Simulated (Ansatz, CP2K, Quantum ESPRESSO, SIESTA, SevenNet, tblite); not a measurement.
# How stiff is random rock-salt (Ti, Nb, Ta, Hf)C solid solution (64 atoms)? Programs compared

Aim: pressure against volume for random rock-salt (Ti, Nb, Ta, Hf)C solid solution (64 atoms), with plane waves as the reference.

The results are calculated values.

**1. Set-up**

The cell holds 64 atoms (11 Nb, 32 C, 3 Ti, 9 Hf and 9 Ta), with edges of 8.99, 8.99 and 8.99 Å. Recipe: rock-salt lattice (a = 4.495 Å, the mean of the end members), 2 x 2 x 2 cells, metal sites filled at random with 3 Ti, 11 Nb, 9 Ta, 9 Hf; every coordinate displaced by a Gaussian of 0.05 Å. Then the atoms were relaxed with SevenNet 0 in the fixed cell.

Bonds by pair of elements; cutoffs follow the first minimum of g(r), held within bounds set by covalent radii, and pairs that aren't listed don't count as bonded:

```
pair A-B  cutoff (Å)  bonds  mean length (Å)  spread (Å)  shortest (Å)  B about A  A about B
    C-Nb        2.81     66             2.25       0.024          2.18       2.06          6
    C-Hf        2.94     54             2.26       0.019          2.22       1.69          6
    C-Ta        2.88     54             2.24        0.02          2.18       1.69          6
    C-Ti        2.76     18             2.23       0.013          2.21      0.562          6
```

**2. The reference input**

Quantum ESPRESSO 7.5: Kohn-Sham DFT, PBE, SSSP efficiency 1.3.0 pseudopotentials, plane waves. Its input, pw.in, for the unchanged cell:

```
&control
  calculation = 'scf'
  pseudo_dir = './pseudo'
  outdir = './tmp'
  disk_io = 'none'
  tprnfor = .true.
  tstress = .true.
/
&system
  ibrav = 0
  nat = 64
  ntyp = 5
  ecutwfc = 60
  ecutrho = 480
  nosym = .true.
  occupations = 'smearing'
  smearing = 'fd'
  degauss = 0.003675
/
&electrons
  conv_thr = 3.2e-07
  electron_maxstep = 100
  mixing_beta = 0.2
  mixing_mode = 'local-TF'
  diagonalization = 'david'
/
ATOMIC_SPECIES
Nb 92.906 Nb.upf
C 12.011 C.upf
Ti 47.867 Ti.upf
Hf 178.490 Hf.upf
Ta 180.948 Ta.upf
CELL_PARAMETERS angstrom
8.99000 0.00000 0.00000
0.00000 8.99000 0.00000
0.00000 0.00000 8.99000
ATOMIC_POSITIONS crystal
Nb 0.99948 0.00135 0.00118
C 0.24985 0.00274 0.99588
Ti 0.00019 0.24976 0.24921
C 0.24551 0.25182 0.24770
[... 58 atom lines left out ...]
Hf 0.75151 0.75120 0.50108
C 0.49993 0.75017 0.49850
K_POINTS gamma
```

```console
$ OMP_NUM_THREADS=1 mpirun -np 4 pw.x -in pw.in > output.txt
```

It took 3.7 min on 4 MPI ranks of Arm Neoverse V1, shared host; peak memory 3.5 GiB.

It converged with an r.m.s. force component of 0.15 eV/Å and a pressure of 2.4 GPa.

**3. Programs and settings**

Every level solves the same cells as single points. CPU time is summed over a level's finished runs, on a host shared with the other runs, so it is rough; the force column is the median over cells of the r.m.s. difference of force components from the reference.

| level | basis or training data | k-points | runs finished | CPU time | peak memory (GiB) | force difference (meV/Å) |
| --- | --- | --- | --- | --- | --- | --- |
| QE, PBE | plane waves, SSSP efficiency, 60/480 Ry | Γ | 3 of 3 | 45 min | 3.5 | reference |
| SIESTA DZP, PBE | DZP orbitals, shift 0.01 Ry, mesh 500 Ry | Γ | 3 of 3 | 44 min | 2.4 | 44 |
| CP2K double zeta, LDA | DZVP-MOLOPT-SR, GTH-PADE potentials, 800 Ry | Γ | 3 of 3 | 51 min | 7.1 | 143 |
| SevenNet 0 | trained on PBE(+U) plane-wave data | - | 3 of 3 | 26 s | 0.93 | 149 |
| SevenNet l3i5 | trained on PBE(+U) plane-wave data | - | 3 of 3 | 32 s | 1.5 | 205 |

Runs without a converged result: tblite GFN1-xTB, 3 single points (not converged). A level enters a table below only where it finished every cell that the table needs.

The reference's own r.m.s. force component runs from 139 to 167 meV/Å over these cells. SevenNet 0 relaxed the atoms, so in the cells that it relaxed its own forces are small, and its entry isn't an independent test there.

**4. Pressure against volume**

The cell is scaled evenly with fractional positions held. The unchanged volume is 11.353 Å³ an atom. Pressures in GPa:

```
                level    -3 %       0    +3 %
              QE, PBE   12.10    2.37   -5.98
      SIESTA DZP, PBE   14.60    4.58   -4.02
CP2K double zeta, LDA  -10.32  -18.89  -26.18
           SevenNet 0   14.96    4.99   -3.68
        SevenNet l3i5   15.57    5.69   -2.78
```

Energy less that of the unchanged cell at the same level, in meV an atom:

```
                level    -3 %   +3 %
              QE, PBE   15.38   3.81
      SIESTA DZP, PBE   19.97  -0.35
CP2K double zeta, LDA  -31.30  48.12
           SevenNet 0   20.98  -1.15
        SevenNet l3i5   22.31  -2.88
```

**5. Moduli**

From the three volumes nearest the unchanged one: B from the slope of pressure against ln V and from the curvature of the energy, the pressure that the slope of the energy implies, and the volume change at which the printed pressure crosses zero (a dash if it doesn't within the range).

```
                level  B from pressures (GPa)  B from energies (GPa)  printed pressure (GPa)  pressure from energies (GPa)  zero pressure at (%)
              QE, PBE                   301.4                  300.9                    2.37                          2.72                  +0.8
      SIESTA DZP, PBE                   310.4                  307.7                    4.58                          4.78                  +1.6
CP2K double zeta, LDA                   264.2                  263.7                  -18.89                        -18.68                     -
           SevenNet 0                   310.6                  310.9                    4.99                          5.20                  +1.7
        SevenNet l3i5                   305.8                  304.7                    5.69                          5.93                  +2.0
```

As a check by hand on the reference: from -3 to +3 % the pressure falls by 18.08 GPa while ln V grows by 0.0600, a ratio of 301.3 GPa.

**6. Outcome**

The plane-wave reference (PBE) gives a bulk modulus of 301.4 GPa from its pressures, at a volume where its pressure is 2.37 GPa; that pressure crosses zero at +0.8 %. Other programs at PBE: SIESTA DZP, PBE 310.4 GPa (+3 %); its pressure lies +2.21 GPa from the reference's. Other functionals: CP2K double zeta, LDA 264.2 GPa (-12 %); its pressure lies -21.26 GPa from the reference's.

Learned potentials: SevenNet 0 310.6 GPa (+3 %) and SevenNet l3i5 305.8 GPa (+1 %); their pressures lie +2.62 to +3.32 GPa from the reference's. The moduli are read at one volume but at unlike pressures, and a cell under tension is as a rule softer than one under compression. All slopes lie within 12 % of the reference's, while the pressures at one volume spread over 24.6 GPa, so the levels would settle at unlike volumes. Moduli from the energies run from 264 to 311 GPa, within 10 % of those from pressures.

Caveats: Atoms are held in fractional coordinates, so these moduli are upper bounds to relaxed ones. Three points at finite strain give rough moduli, at the given volume rather than at zero pressure. Pressures at a fixed plane-wave cutoff or in a small atom-centred basis hold some basis error. The reference samples only Γ, in a cell whose shortest periodic width is 9 Å. Spin–orbit coupling is left out, which matters for the levels of the heavy elements. The reference isn't exact: its cutoffs and mesh weren't converged further here. SIESTA's automatically made basis is far from complete, and its potentials were converted by us (checked for H, C, O, Si, Ge and Ca alone). The learned potentials mimic data converged in k, so the sampling error of the reference's coarse mesh counts against them here, while programs on the same mesh share it. The reference has no spin polarisation, so local moments can't form. Where levels are smeared, the DFT runs use Fermi–Dirac occupations at 580 K (0.05 eV), and energies are free energies.

[Logs are printed without paths, hosts, clocks, repeated set-up lines and the standing remarks that a program may print on its own settings, such as how far it seeks lower states.]

[Hosts, paths, dates, database ids (printed as entryN), source tags and the programs' standing remarks are cut or masked in the printed files.]
